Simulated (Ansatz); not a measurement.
# Charge trapping in a frame of liquid (K,Cs,Na)F from 1100 K (106 atoms): runs compared

Aim: add and remove one electron in a frame of liquid (K,Cs,Na)F from 1100 K (106 atoms), with atoms held and relaxed, and read trapping energy and localisation.

Computed with Ansatz 0.2.0: Kohn-Sham DFT, PBE, PAW (set soft_2), plane waves.

## 1. The cell as built

The cell holds 106 atoms: 22 K, 6 Cs, 25 Na and 53 F. Its edges and angles: a = 13.427 Å, b = 13.427 Å, c = 13.427 Å, α = 90.0°, β = 90.0°, γ = 90.0°. 106 atoms (22 K, 6 Cs, 25 Na, 53 F) placed at random at 2.13 g/cm³, melted at 1600 K for 10 ps at fixed volume with the Lennard-Jones and Coulomb ion parameters for SPC/E (Joung and Cheatham, J. Phys. Chem. B 112, 9020 (2008)), full charges. Snapshot at the end of a hold of 15 ps at 1100 K and zero pressure.

Limits known from the start: The network of bonds at the start is that of the classical potential that made the cell, and needn't be the one that DFT or experiment would give. The ion parameters were fitted for water, not for melts, so the density of this cell may lie well off the real melt's. The Brillouin zone is sampled at Γ only, in a cell whose shortest periodic width is 13 Å. The levels lack spin–orbit coupling, which is large for the heavy elements here. The liquid is relaxed first, so the results are those of a frozen frame at zero temperature.

## 2. The reference run

The reference is a single point at the end of the relaxation.

The charged cells start from the geometry of this run, on a uniform background, with spin and a narrow Fermi–Dirac smearing.

Its input, with most atom lines left out:

```yaml
crystal:
  lattice:
    - [13.42746, 0.0, 0.0]
    - [0.0, 13.42746, 0.0]
    - [0.0, 0.0, 13.42746]
  atoms:
    - { symbol: K, position: [0.67699, 0.53182, 0.60898] }
    - { symbol: K, position: [0.67733, 0.40551, 0.00519] }
    - { symbol: K, position: [0.46488, 0.12916, 0.69231] }
    - { symbol: K, position: [0.23859, 0.62382, 0.89198] }
    - { symbol: K, position: [0.14098, 0.15105, 0.51737] }
    - { symbol: K, position: [0.20101, 0.36121, 0.21269] }
    - { symbol: K, position: [0.88449, 0.50842, 0.8136] }
    [... atom lines 8 to 106 left out ...]
kpoints:
  mp_grid: { grid: [1, 1, 1] }
hamiltonian:
  xc: pbe
scf:
  occupations: { method: gaussian, width: 0.025 }
output:
  forces: true
  stress: true
  populations: true
  dos:
    method: { smearing: { sigma: 0.15 } }
    de: 0.1
    projected: { site_lists: { Cs: [Cs], F: [F], K: [K], Na: [Na] } }
  eigenvalues: true
  write_density: true
  write_potential: true
  volumetric_format: npy
```

```
free energy per atom   : -1396.1041 eV/atom
r.m.s. force component : 0.01036 eV/Å
pressure               : -0.8868 GPa
```

Filled and empty levels are parted by 4.61 eV (at Γ alone); a semilocal functional tends to put such gaps too low. In a disordered cell it changes from sample to sample and from frame to frame.

## 3. The runs

Each row is one run, on 4 threads of Intel Xeon Platinum 8259CL at 2.50GHz (Skylake/Cascade Lake), shared host. The free energy is the program's total, comparable only between runs with the same functional, potentials and atoms; between charge states it hangs on the program's zero of potential.

```tsv
run	atoms	outcome	ionic steps, all passes	free energy (eV)	time	host memory (GiB)
Single point at the start	106	converged	-	-147974.683	27 s	3.5
Relaxation	106	converged	32	-147987.037	9.9 min	3.4
Single point at the relaxed geometry	106	converged	-	-147987.037	42 s	3.5
An extra electron, atoms held	106	converged	-	-147982.588	2 min	6.0
An extra electron, atoms relaxed	106	converged	3	-147982.617	2.3 min	5.8
An extra electron, levels at the relaxed geometry	106	converged	-	-147982.617	2.9 min	6.0
Neutral at the geometry of the electron	106	converged	-	-147987.015	36 s	3.5
An extra hole, atoms held	106	converged	-	-147986.741	4.1 min	6.0
An extra hole, atoms relaxed	106	converged	5	-147986.800	13 min	5.9
An extra hole, levels at the relaxed geometry	106	converged	-	-147986.800	4.6 min	6.0
Neutral at the geometry of the hole	106	converged	-	-147987.003	42 s	3.5
```

In some runs the program notes that the exchange-correlation potential is rough where the density is thin and starting moments were not kept.

## 4. Energies and spread of the extra charge

Energies are differences within one cell and functional; the shift is the gain plus the neutral cell's energy at the new geometry, that is how much cheaper the vertical process becomes there. The spread is the participation number of the site moments (1/Σw², over the spin inside atomic spheres), with the atom that holds the largest share and the spin that the spheres hold in all.

```tsv
carrier	charged less neutral, atoms held (eV)	gain on relaxing (eV)	neutral cell at that geometry, less the reference (eV)	shift of the vertical energy (eV)	spread, atoms held	spread, relaxed
electron	4.448	0.028	0.021	0.050	-	-
hole	0.296	0.060	0.033	0.093	33; F70 6 % of 0.96 μB	24; F79 9 % of 0.97 μB
```

## 5. Outcome

The extra electron gains 0.028 eV as the atoms relax: so small a gain shows no trapping at this level. The cell with the electron keeps a moment of only 0.00 μB where one unpaired electron should give 1 μB: the carrier is shared between both spins, which can hide trapping. The extra hole gains 0.060 eV as the atoms relax, and its spin goes from about 33 to 24 atoms: it stays spread out at this level. The hole is shared among 6 partly filled levels, as near-degenerate levels under the smearing give, and as self-interaction favours. Adding the two vertical energies gives 4.74 eV, against a gap of 4.61 eV in the neutral cell. The zero of the potential cancels in this sum; the excess isn't taken apart here: charging of a small cell, filling of bands on a coarse mesh and the attraction to the background can all enter.

**Limits.** Single energies of charged cells hang on the program's zero of potential. In the spin-polarised runs the search for a state of lower energy was switched off. No distortion was seeded, so a trapped state behind a barrier can't be found. Local and semilocal functionals favour spread-out charges, so trapping can be missed. Charged cells carry a uniform background, with no correction for images.

The DFT runs together took 41 min of wall time.

[Logs are printed without paths, hosts, clocks, repeated set-up lines and the standing remarks that a program may print on its own settings, such as how far it seeks lower states.]

[Hosts, paths, dates, database ids (printed as entryN), source tags and the programs' standing remarks are cut or masked in the printed files.]
